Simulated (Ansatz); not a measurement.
# Decaying states in the gap of SrTlBr3, part 2 of 3

A new crystal, SrTlBr3: structure, gap and complex bands. It is built by putting Sr for Ca, Tl for Rb in the RbCaBr3 structure of space group Pm-3m, with the volume rescaled by atomic radii. The parent structure comes from the Materials Project.

Ansatz 0.2.0; r2SCAN DFT, plane waves, PAW files (the session's first sound run).

So far, gap on path (eV): step 3 (band edges) 3.62. The relaxed cell has a = 5.905 Å (conventional setting).

The structure was built from a prototype and need not be the compound's stable phase.

## (4) Decaying states in the gap

This step: r2SCAN DFT, plane waves, PAW files; complex bands by layer matching along the plane's normal (Ansatz 0.2.0).

The same crystal is laid in a cell whose first two vectors span the (001) plane (indices of the standard conventional cell, whose axes can be ordered otherwise than in the bulk input). At fixed energy and wavevector in the plane the solver finds all kz, real and complex. A few wavevectors are listed, (0, 0) and (0, -0.5) in units of the plane's reciprocal vectors; the slowest state needn't be among them.

File input.yaml:

```yaml
crystal:
  lattice:
    - [5.904822498, 0.0, 0.0]
    - [0.0, 5.904822498, 0.0]
    - [0.0, 0.0, 5.904822498]
  atoms:
    - { symbol: Tl, position: [0.5, 0.5, 0.5] }
    - { symbol: Sr, position: [0.0, 0.0, 0.0] }
    - { symbol: Br, position: [0.5, 0.0, 0.0] }
    - { symbol: Br, position: [0.0, 0.5, 0.0] }
    - { symbol: Br, position: [0.0, 0.0, 0.5] }
kpoints:
  mp_grid: { grid: [4, 4, 4] }
scf:
  occupations: { method: fixed }
hamiltonian:
  xc: r2scan
output:
  eigenvalues: true
  transmission:
    leads: [[0, 0]]
    kpoints: [[0.0, 0.0], [0.0, -0.5]]
    e_range: [-1.0, 4.62]
    de: 0.09
```

The run is started by

```bash
$ ansatz run input.yaml --threads 2 --pin off --max-ram 4096MiB --backend cpu --events-out ev --progress --plain --runs-dir out
```

Numbers of over 12 decimals in the logs are rounded to 6 here.

The program printed:

```text
[...]
Crystal: 5 atoms, lattice volume = 205.883 Å³
Basis set: ecut = 500 eV, 5185 PW (Γ), exchange–correlation on 180×180×180 points (64 copies of the dense FFT grid, shifted against one another)
Bands: 27, of which v1, the nominal top of the filled ones, is band 22 counted from 1 (21 counted from 0)
Symmetry: 48 space group operations
[...]
k-points: 10 of 64
[...]
SCF iter   1: F=—  HF=-23400.834355 eV  |F-HF|=—  |Δ(HF+E_count)|=         —  Δρ=3.56e-3  dr2=3.10e-2  dr2_τ=1.59e-2  ethr=1.77e-3  ⟨swp⟩=4.9  Hψ=1281  notcnv=0  defer=22
[...]
SCF iter   6: F=-23400.875633 eV  HF=-23400.875633 eV  |F-HF|=2.32e-8  |Δ(HF+E_count)|=   6.00e-7  Δρ=3.35e-6  dr2=2.04e-8  dr2_τ=1.85e-9  ethr=2.27e-10  ⟨swp⟩=12.9  Hψ=1492  notcnv=0
SCF 1 converged in 6 iterations: F = -23400.875633 eV  dr2 = 2.04e-8
[...]
transmission: 12 of 24 steps passed
transmission: 24 of 24 steps passed
SCF converged after 6 iterations
Free energy (F): -23400.875633 eV
[...]
Internal energy: -23400.875633 eV  (E = F + TS)
E sigma→0 (E₀):  -23400.875633 eV
Fermi energy:    1.247082 eV
[...]
--- Band table (eV; the first three rows and the last of 10) ---
  k-point 0: bands = [... 18 lower, 0.7646, 0.9572, 0.9572, 0.9572, 6.2714, 6.2714, 6.2714, 7.1541, ... 1 higher]
  k-point 1: bands = [... 18 lower, 0.6960, 0.7182, 0.9218, 0.9218, 5.4129, 6.0418, 6.0418, 7.2107, ... 1 higher]
  k-point 2: bands = [... 18 lower, 0.6571, 0.6733, 0.9225, 0.9225, 4.8633, 5.8662, 5.8662, 7.2717, ... 1 higher]
  k-point 9: bands = [... 18 lower, -0.1172, 1.2471, 1.2471, 1.2471, 6.1289, 6.1289, 6.1289, 8.8963, ... 1 higher]
--- Transmission ---
  basis      : 357 plane waves across, 12 finite elements along
  points     : 2, as listed
  energies   : 63 from -1.000000 to 4.580000 eV about the Fermi level, 0.090000 eV apart; the leads are filled to 1.808127 eV, and channels, transmission and decay are at 1.790000 eV
  crystal 0  : Sr1Br3Tl1, at the sites [0, 0], period 5.9048 Å: whole cells are its period
    offset         : up to 0.0000 Å between an atom of the period and one for which it stands
    channels       : 0.000000e0 a spin
    conductance    : none, the energies end too early or step too widely for 300 K: set another output.transmission.e_range or a lower de, or, where they end at an eighth of basis.ecutwfc, a higher one
    slowest decay  : 0.3317 /Å at (0.0000, 0.0000)
```

The job ended after 2.2 min (2 threads of Arm Neoverse V2, shared host; peak memory 1.6 GiB).

This step gave:

| Item | Value |
| --- | --- |
| level to which the leads are filled | 1.808 eV from the Fermi level |
| decay constant at the filling level, zone centre | 0.3317 Å⁻¹ |
| decay constant at the filling level, slowest listed point | 0.3317 Å⁻¹ |

K parallel (0, 0); values up to 1.5 1/Å, a degenerate pair printed once or twice; energies at which all values exceed this have no row. The Im kz of the slowest decaying states by energy, zero at the highest filled level on the SCF mesh:

| energy (eV) | decay 1 (Å⁻¹) | decay 2 (Å⁻¹) | decay 3 (Å⁻¹) | decay 4 (Å⁻¹) |
| --- | --- | --- | --- | --- |
| -1.00 | 0.112 | 0.227 | 0.539 | 0.820 |
| -0.73 | 0.184 | 0.378 | 0.678 | 0.977 |
| -0.46 | 0.143 | 0.160 | 0.257 | 0.378 |
| -0.19 | 0.116 | 0.221 | 0.348 | 0.436 |
| -0.01 | 0.180 | 0.315 | 0.378 | 0.498 |
| 0.08 | 0.200 | 0.345 | 0.389 | 0.519 |
| 0.44 | 0.254 | 0.416 | 0.421 | 0.576 |
| 0.71 | 0.280 | 0.425 | 0.455 | 0.600 |
| 0.98 | 0.299 | 0.426 | 0.478 | 0.616 |
| 1.25 | 0.313 | 0.421 | 0.493 | 0.625 |
| 1.52 | 0.324 | 0.411 | 0.503 | 0.630 |
| 1.79 | 0.332 | 0.395 | 0.507 | 0.632 |
| 2.06 | 0.337 | 0.375 | 0.508 | 0.631 |
| 2.33 | 0.341 | 0.350 | 0.506 | 0.628 |
| 2.60 | 0.319 | 0.343 | 0.501 | 0.618 |
| 2.87 | 0.279 | 0.343 | 0.494 | 0.592 |
| 3.14 | 0.228 | 0.342 | 0.484 | 0.560 |
| 3.50 | 0.116 | 0.339 | 0.467 | 0.509 |
| 3.77 | 0.334 | 0.452 | 0.460 | 0.577 |
| 4.04 | 0.329 | 0.396 | 0.435 | 0.562 |
| 4.31 | 0.305 | 0.322 | 0.416 | 0.546 |
| 4.58 | 0.116 | 0.314 | 0.397 | 0.528 |

K parallel (0, -0.5); values up to 1.5 1/Å, a degenerate pair printed once or twice; energies at which all values exceed this have no row. Table of Im kz of the slowest decaying states by energy, zero at the highest filled level on the SCF mesh:

| energy (eV) | decay 1 (Å⁻¹) | decay 2 (Å⁻¹) | decay 3 (Å⁻¹) | decay 4 (Å⁻¹) |
| --- | --- | --- | --- | --- |
| -1.00 | 0.186 | 0.205 | 0.217 | 0.443 |
| -0.73 | 0.0673 | 0.211 | 0.314 | 0.954 |
| -0.46 | 0.239 | 0.383 | 0.482 | 0.951 |
| -0.19 | 0.136 | 0.215 | 0.386 | 0.426 |
| -0.01 | 0.195 | 0.309 | 0.444 | 0.445 |
| 0.08 | 0.160 | 0.214 | 0.341 | 0.453 |
| 0.44 | 0.266 | 0.358 | 0.423 | 0.472 |
| 0.71 | 0.291 | 0.450 | 0.459 | 0.479 |
| 0.98 | 0.308 | 0.479 | 0.483 | 0.541 |
| 1.25 | 0.321 | 0.475 | 0.499 | 0.628 |
| 1.52 | 0.329 | 0.468 | 0.508 | 0.619 |
| 1.79 | 0.334 | 0.456 | 0.513 | 0.606 |
| 2.06 | 0.335 | 0.442 | 0.514 | 0.589 |
| 2.33 | 0.332 | 0.425 | 0.511 | 0.568 |
| 2.60 | 0.320 | 0.407 | 0.506 | 0.543 |
| 2.87 | 0.296 | 0.392 | 0.497 | 0.512 |
| 3.14 | 0.253 | 0.381 | 0.475 | 0.486 |
| 3.50 | 0.136 | 0.370 | 0.411 | 0.468 |
| 3.77 | 0.344 | 0.363 | 0.451 | 0.547 |
| 4.04 | 0.240 | 0.356 | 0.376 | 0.431 |
| 4.31 | 0.0895 | 0.348 | 0.408 | 0.735 |
| 4.58 | 0.182 | 0.339 | 0.381 | 0.684 |

At the listed wavevectors the last open channel is at -0.01 eV and the next at +3.68 eV on the grid. At +1.79 eV, the grid energy nearest the filling level (the middle of the gap on the SCF mesh), the slowest state at the listed wavevectors decays with κ = 0.332 Å⁻¹, its amplitude falling by e over 3.0 Å. Through 1 nm of this crystal that state's transmission falls by exp(−2 × 0.332 Å⁻¹ × 10 Å) = 0.0013.

## (5) Decay over the two-dimensional zone

The listed points could miss the slowest state, so one energy near mid-gap is solved on a mesh of 8×8.

input.yaml, as its differences from that of step 4:

```diff
@@ -19,6 +19,2 @@
   eigenvalues: true
-  transmission:
-    leads: [[0, 0]]
-    kpoints: [[0.0, 0.0], [0.0, -0.5]]
-    e_range: [-1.0, 4.62]
-    de: 0.09
+  transmission: { leads: [[0, 0]], kmesh: [8, 8], e_range: [1.81, 1.82], de: 0.05 }
```

The program printed:

```text
[...]
Crystal: 5 atoms, lattice volume = 205.883 Å³
Basis set: ecut = 500 eV, 5185 PW (Γ), exchange–correlation on 180×180×180 points (64 copies of the dense FFT grid, shifted against one another)
Bands: 27, of which v1, the nominal top of the filled ones, is band 22 counted from 1 (21 counted from 0)
Symmetry: 48 space group operations
[...]
k-points: 10 of 64
[...]
SCF iter   1: F=—  HF=-23400.834355 eV  |F-HF|=—  |Δ(HF+E_count)|=         —  Δρ=3.56e-3  dr2=3.10e-2  dr2_τ=1.59e-2  ethr=1.77e-3  ⟨swp⟩=4.9  Hψ=1281  notcnv=0  defer=22
[...]
SCF iter   6: F=-23400.875633 eV  HF=-23400.875633 eV  |F-HF|=2.32e-8  |Δ(HF+E_count)|=   6.00e-7  Δρ=3.35e-6  dr2=2.04e-8  dr2_τ=1.85e-9  ethr=2.27e-10  ⟨swp⟩=12.9  Hψ=1492  notcnv=0
SCF 1 converged in 6 iterations: F = -23400.875633 eV  dr2 = 2.04e-8
[...]
transmission: 20 of 150 steps passed
transmission: 40 of 150 steps passed
[...]
transmission: 150 of 150 steps passed
SCF converged after 6 iterations
Free energy (F): -23400.875633 eV
[...]
Internal energy: -23400.875633 eV  (E = F + TS)
E sigma→0 (E₀):  -23400.875633 eV
Fermi energy:    1.247082 eV
[...]
--- Band table (eV; the first three rows and the last of 10) ---
  k-point 0: bands = [... 18 lower, 0.7646, 0.9572, 0.9572, 0.9572, 6.2714, 6.2714, 6.2714, 7.1541, ... 1 higher]
  k-point 1: bands = [... 18 lower, 0.6960, 0.7182, 0.9218, 0.9218, 5.4129, 6.0418, 6.0418, 7.2107, ... 1 higher]
  k-point 2: bands = [... 18 lower, 0.6571, 0.6733, 0.9225, 0.9225, 4.8633, 5.8662, 5.8662, 7.2717, ... 1 higher]
  k-point 9: bands = [... 18 lower, -0.1172, 1.2471, 1.2471, 1.2471, 6.1289, 6.1289, 6.1289, 8.8963, ... 1 higher]
--- Transmission ---
  basis      : 357 plane waves across, 10 finite elements along
  points     : 15, standing for a mesh of 8 x 8
  energies   : 1 from 1.810000 to 1.810000 eV about the Fermi level; the leads are filled to 1.808127 eV, and channels, transmission and decay are at 1.810000 eV
  crystal 0  : Sr1Br3Tl1, at the sites [0, 0], period 5.9048 Å: whole cells are its period
[...]
channels       : 0.000000e0 a spin
    conductance    : none, crystal 0 has no channel at the energies, or these end too early or step too widely for 300 K: set another output.transmission.e_range or a lower de, or, where they end at an eighth of basis.ecutwfc, a higher one
    slowest decay  : 0.3322 /Å at (0.0000, 0.0000)
```

Wall time 82 s (2 threads); peak memory 1.5 GiB.

Numbers from this step:

| Quantity | Value |
| --- | --- |
| least decay constant on the mesh | 0.3322 Å⁻¹ |

Slowest decay constant (1/Å; 0 where a channel is open) over k1 and k2. At 1.8100 eV from the Fermi level.

Ten even steps from '0' (0.332) to '9' (0.375):
```
99741479
87642467
44421244
01210121
44421244
87642467
99741479
99840489
```
Columns: k1 (b1) from -0.5 to 0.375; rows upwards: k2 (b2) from -0.5 to 0.375.

The least value on the mesh is 0.332 Å⁻¹ at +1.81 eV. At that energy the listed points give about 0.332 Å⁻¹ by interpolation, so the mesh holds no clearly slower state.

## (6) Band edges at another level, cutoff 420 eV

This step: PBEsol DFT, plane waves, PAW files (Ansatz 0.2.0).

The edges again with PBEsol, at the same atoms. Against that run the cutoff is 420 eV against 500.

File input.yaml:

```yaml
crystal:
  lattice:
    - [5.9048224984, 0.0, 0.0]
    - [0.0, 5.9048224984, 0.0]
    - [0.0, 0.0, 5.9048224984]
  atoms:
    - { symbol: Tl, position: [0.5, 0.5, 0.5] }
    - { symbol: Sr, position: [0.0, 0.0, 0.0] }
    - { symbol: Br, position: [0.5, 0.0, 0.0] }
    - { symbol: Br, position: [0.0, 0.5, 0.0] }
    - { symbol: Br, position: [0.0, 0.0, 0.5] }
kpoints:
  mp_grid: { grid: [4, 4, 4] }
  band_path: { path: [VBM, CBM], npoints: 30 }
scf:
  occupations: { method: fixed }
hamiltonian:
  xc: pbesol
output:
  eigenvalues: true
```

The program printed:

```text
[...]
Crystal: 5 atoms, lattice volume = 205.883 Å³
Basis set: ecut = 420 eV, 3959 PW (Γ)
Bands: 27, of which v1, the nominal top of the filled ones, is band 22 counted from 1 (21 counted from 0)
Symmetry: 48 space group operations
[...]
k-points: 10 of 64
[...]
SCF iter   1: F=—  HF=-23004.525797 eV  |F-HF|=—  |Δ(HF+E_count)|=         —  Δρ=1.55e-3  dr2=6.47e-3  ethr=1.77e-3  ⟨swp⟩=5.1  Hψ=1257  notcnv=0  defer=19
[...]
SCF iter   6: F=-23004.525910 eV  HF=-23004.525910 eV  |F-HF|=2.82e-8  |Δ(HF+E_count)|=   3.34e-7  Δρ=2.24e-6  dr2=1.20e-8  ethr=2.27e-10  ⟨swp⟩=12.0  Hψ=1358  notcnv=0
SCF 1 converged in 6 iterations: F = -23004.525910 eV  dr2 = 1.20e-8
[...]
SCF converged after 6 iterations
Free energy (F): -23004.525910 eV
[...]
Internal energy: -23004.525910 eV  (E = F + TS)
E sigma→0 (E₀):  -23004.525910 eV
Fermi energy:    1.534906 eV
[...]
--- Band table (eV; the first three rows and the last of 10) ---
  k-point 0: bands = [... 18 lower, 1.0568, 1.2437, 1.2437, 1.2437, 6.0481, 6.0481, 6.0481, 6.7550, ... 1 higher]
  k-point 1: bands = [... 18 lower, 0.9672, 1.0082, 1.2099, 1.2099, 5.1705, 5.8166, 5.8166, 6.8085, ... 1 higher]
  k-point 2: bands = [... 18 lower, 0.9327, 0.9614, 1.2136, 1.2136, 4.6234, 5.6437, 5.6437, 6.8661, ... 1 higher]
  k-point 9: bands = [... 18 lower, 0.1491, 1.5349, 1.5349, 1.5349, 5.9207, 5.9207, 5.9207, 8.3903, ... 1 higher]
```

It took 7.7 s on 2 threads; peak memory 0.4 GiB; 15 s of CPU time.

Numbers from this step:

* free energy: -23004.5259 eV
* Fermi energy: 1.535 eV
* gap on the k-mesh: 3.089 eV
* gap on path: 3.089 eV, by band count; negative where bands overlap
* direct gap on path: 3.410 eV

The electronic bands at the labelled points (eV, zero at the Fermi level (highest filled level under fixed occupations); v1 is the highest filled band, c1 the lowest empty one):

| point | v4 | v3 | v2 | v1 | c1 | c2 | c3 | c4 |
| --- | --- | --- | --- | --- | --- | --- | --- | --- |
| VBM | -1.39 | 0.00 | 0.00 | 0.00 | 4.39 | 4.39 | 4.39 | 6.86 |
| halfway | -1.08 | -0.29 | -0.29 | -0.17 | 3.71 | 3.74 | 4.27 | 6.21 |
| CBM | -0.60 | -0.57 | -0.32 | -0.32 | 3.09 | 4.11 | 4.11 | 5.33 |

The searched edges give 3.09 eV, as on the mesh.

For the gap on path, step 3 gave 3.62 eV; this run, with PBEsol and cutoff 420 eV, gives 3.09 eV.

(Continued in part 3 of 3.)

[Logs are printed without paths, hosts, clocks, repeated set-up lines and the standing remarks that a program may print on its own settings, such as how far it seeks lower states.]

[Hosts, paths, dates, database ids (printed as entryN), source tags and the programs' standing remarks are cut or masked in the printed files.]
